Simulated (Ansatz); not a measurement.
# Honeycomb AsN monolayer in a perpendicular field, part 2 of 2

Aim: how the honeycomb AsN monolayer screens a field along its normal, and what the field does to its bands. A positive field points along +c.

Ansatz 0.2.0; plane-wave DFT, r2SCAN-D4, Ansatz PAW (the session's first sound run).

So far. Step 15 (Response at this level): The induced dipole is that of a conductor 3.11 Å thick. Step 16 (Same geometry, cutoff 500 eV, functional r2SCAN): The dipole is 0.0845 e·Å.

## Step 17: Same geometry, cutoff 500 eV, functional r2SCAN (run 2)

File input.yaml:

```yaml
crystal:
  lattice:
    - [2.9318702684, 0.0, 0.0]
    - [-1.4659351342, 2.5390741331, 0.0]
    - [0.0, 0.0, 18.9281582575]
  atoms:
    - { symbol: "N", position: [0.6666666667, 0.3333333333, 0.4754820769] }
    - { symbol: As, position: [0.3333333333, 0.6666666667, 0.5245179231] }
kpoints:
  mp_grid: { grid: [12, 12, 1] }
hamiltonian:
  xc: r2scan
scf:
  occupations: { method: fermi_dirac, width: 0.02585 }
  convergence: { dr2_threshold: 1.0e-09 }
efield:
  axis: 3
  dipole_correction: true
  ramp_position: 0.97
  ramp_width: 0.06
  amplitude: -0.1
output:
  write_potential: true
  write_density: true
  volumetric_format: npy
```

Command:

```console
$ ansatz run input.yaml --threads 2 --pin off --max-ram 3072MiB --backend cpu --events-out ev --progress --plain --runs-dir out
```

Elapsed: 6.3 s, on 2 threads of Arm Neoverse V2, shared host; peak memory 0.58 GiB.

The dipole is 0.0594 e·Å.

## Step 18: Response at this level

This step: plane-wave DFT, r2SCAN, Ansatz PAW; response to a field along the normal, atoms held (Ansatz 0.2.0).

The induced dipole is that of a conductor 3.05 Å thick.

## Step 19: Same geometry, cutoff 420 eV, functional HSE06

This step: plane-wave DFT, HSE06, Ansatz PAW (Ansatz 0.2.0).

The geometry is kept and the functional is HSE06; other changes against the main runs: SCF threshold 1.0e-10 → 1.0e-09 eV, cutoff 500 → 420, k-mesh 18×18×1 → 12×12×1 and no dispersion term, which doesn't act on the electrons.

input.yaml: that of step 17 with these lines changed.

```diff
@@ -11,3 +11,3 @@
 hamiltonian:
-  xc: r2scan
+  xc: hse06
 scf:
@@ -20,3 +20,3 @@
   ramp_width: 0.06
-  amplitude: -0.1
+  amplitude: 0.1
 output:
```

Wall time 61 s (2 threads); peak memory 2.2 GiB; 2 min of CPU time.

The dipole is 0.0886 e·Å.

## Step 20: Same geometry, cutoff 420 eV, functional HSE06 (run 2)

input.yaml: that of step 19 with these lines changed.

```diff
@@ -20,3 +20,3 @@
   ramp_width: 0.06
-  amplitude: 0.1
+  amplitude: -0.1
 output:
```

Elapsed: 61 s, on 2 threads; peak memory 2.2 GiB; 2 min of CPU time.

The dipole is 0.0636 e·Å.

## Step 21: Comparing the runs

Times are for 2 threads of Arm Neoverse V2, shared host. The series side by side:

| no. | functional | field | dipole along the normal (e·Å) | time | memory (GiB) |
| --- | --- | --- | --- | --- | --- |
| 1 | lda | 0.1 V/Å | 0.08877 | 3 s | 0.35 |
| 2 | lda | -0.1 V/Å | 0.06321 | 3.1 s | 0.35 |
| 3 | pbe | 0.1 V/Å | 0.08422 | 3.1 s | 0.35 |
| 4 | pbe | -0.1 V/Å | 0.05867 | 3 s | 0.35 |
| 5 | r2scan | 0.1 V/Å | 0.08453 | 5.7 s | 0.58 |
| 6 | r2scan | -0.1 V/Å | 0.05941 | 6.3 s | 0.58 |
| 7 | hse06 | 0.1 V/Å | 0.08862 | 61 s | 2.2 |
| 8 | hse06 | -0.1 V/Å | 0.06360 | 61 s | 2.2 |

## Step 22: Response at this level

This step: plane-wave DFT, HSE06, Ansatz PAW; response to a field along the normal, atoms held (Ansatz 0.2.0).

The induced dipole is that of a conductor 3.04 Å thick.

## Step 23: The same run with other settings

This step: plane-wave DFT, r2SCAN-D4, Ansatz PAW (Ansatz 0.2.0).

An input spoilt on purpose, to show how the run answers: it repeats the earlier run at 0.05 V/Å with basis.ecutwfc to 520 ev, and scf.max_iter set to 100.

input.yaml, the sections that differ from step 20:

```yaml
kpoints:
  mp_grid: { grid: [18, 18, 1] }
  band_path:
    path: [[0, 0, 0], [0.5, 0, 0], [0.33333333, 0.33333333, 0], [0, 0, 0]]
    npoints: 16
hamiltonian:
  xc: r2scan
  dispersion: d4
scf:
  occupations: { method: fermi_dirac, width: 0.02585 }
  convergence: { dr2_threshold: 1.0e-10 }
  max_iter: 100
efield:
  axis: 3
  dipole_correction: true
  ramp_position: 0.97
  ramp_width: 0.06
  amplitude: 0.05
basis:
  ecutwfc: "520 ev"
# crystal, output: as in step 20
```

Wall time 0.02 s (2 threads); peak memory 0.023 GiB.

The program refused the input before any cycle.

The program's message: “Error: YAML parse error: error: line 32 column 12: unknown unit factor `ev` — a unit is read by its exact case: `eV` is a unit here, `ev` is not”

The fault put into the input: a cutoff in the wrong unit.

## Step 24: The same run with other settings

This step: plane-wave DFT, r2SCAN-D4, Ansatz PAW, but for the change named below (Ansatz 0.2.0).

Another changed input: it repeats the earlier run at 0.05 V/Å with hamiltonian.pseudopotentials to kind: paw, source: jth and hamiltonian.xc from r2scan to pbesol.

input.yaml: that of step 23 with these lines changed.

```diff
@@ -14,4 +14,5 @@
 hamiltonian:
-  xc: r2scan
+  xc: pbesol
   dispersion: d4
+  pseudopotentials: { kind: paw, source: jth }
 scf:
@@ -19,3 +20,2 @@
   convergence: { dr2_threshold: 1.0e-10 }
-  max_iter: 100
 efield:
@@ -30,3 +30 @@
   volumetric_format: npy
-basis:
-  ecutwfc: "520 ev"
```

Wall time 0.02 s (2 threads); peak memory 0.037 GiB.

The program refused the input before any cycle.

The program's message: “Error: inconsistent input (hamiltonian.pseudopotentials.source, hamiltonian.xc, hamiltonian.pseudopotentials.xc_functional): this build's library has no table of `source: jth` for `kind: paw` and the …”

## Step 25: Summary of results

- gap without field: 2.34 eV
- ionisation energy, upper face: 6.06 eV
- electron affinity, upper face: 3.72 eV
- step between the vacuum levels: -1.75 eV
- equivalent conductor thickness, atoms held: 3.05 Å
- equivalent conductor thickness, LDA: 3.11 Å
- equivalent conductor thickness, PBE: 3.11 Å
- equivalent conductor thickness, r2SCAN: 3.05 Å
- equivalent conductor thickness, HSE06: 3.04 Å

In words: The induced dipole equals that of a perfect conductor 3.05 Å thick, while the outer atoms lie 0.93 Å apart; an out-of-plane ε follows only once a thickness t is chosen, by 1 − 1/ε = 3.05 Å / t. The two faces differ: the vacuum level above lies 1.75 eV lower than the one below. The gap stays within 0.01 eV of 2.34 eV over the fields run, up to 0.3 V/Å in size. Across the functionals the thickness runs from 3.04 to 3.11 Å; those runs use a coarser k-mesh, so they are to be compared with each other. Semilocal functionals give gaps that are too small, and excitons are not included. Spin-orbit coupling is left out.

[Logs are printed without paths, hosts, clocks, repeated set-up lines and the standing remarks that a program may print on its own settings, such as how far it seeks lower states.]

[Hosts, paths, dates, database ids (printed as entryN), source tags and the programs' standing remarks are cut or masked in the printed files.]

[Maps of the electrostatic potential energy from Ansatz leave out the sawtooth potential of an applied field or a dipole correction, so their vacuum need not be flat; planar profiles and work functions include it.]
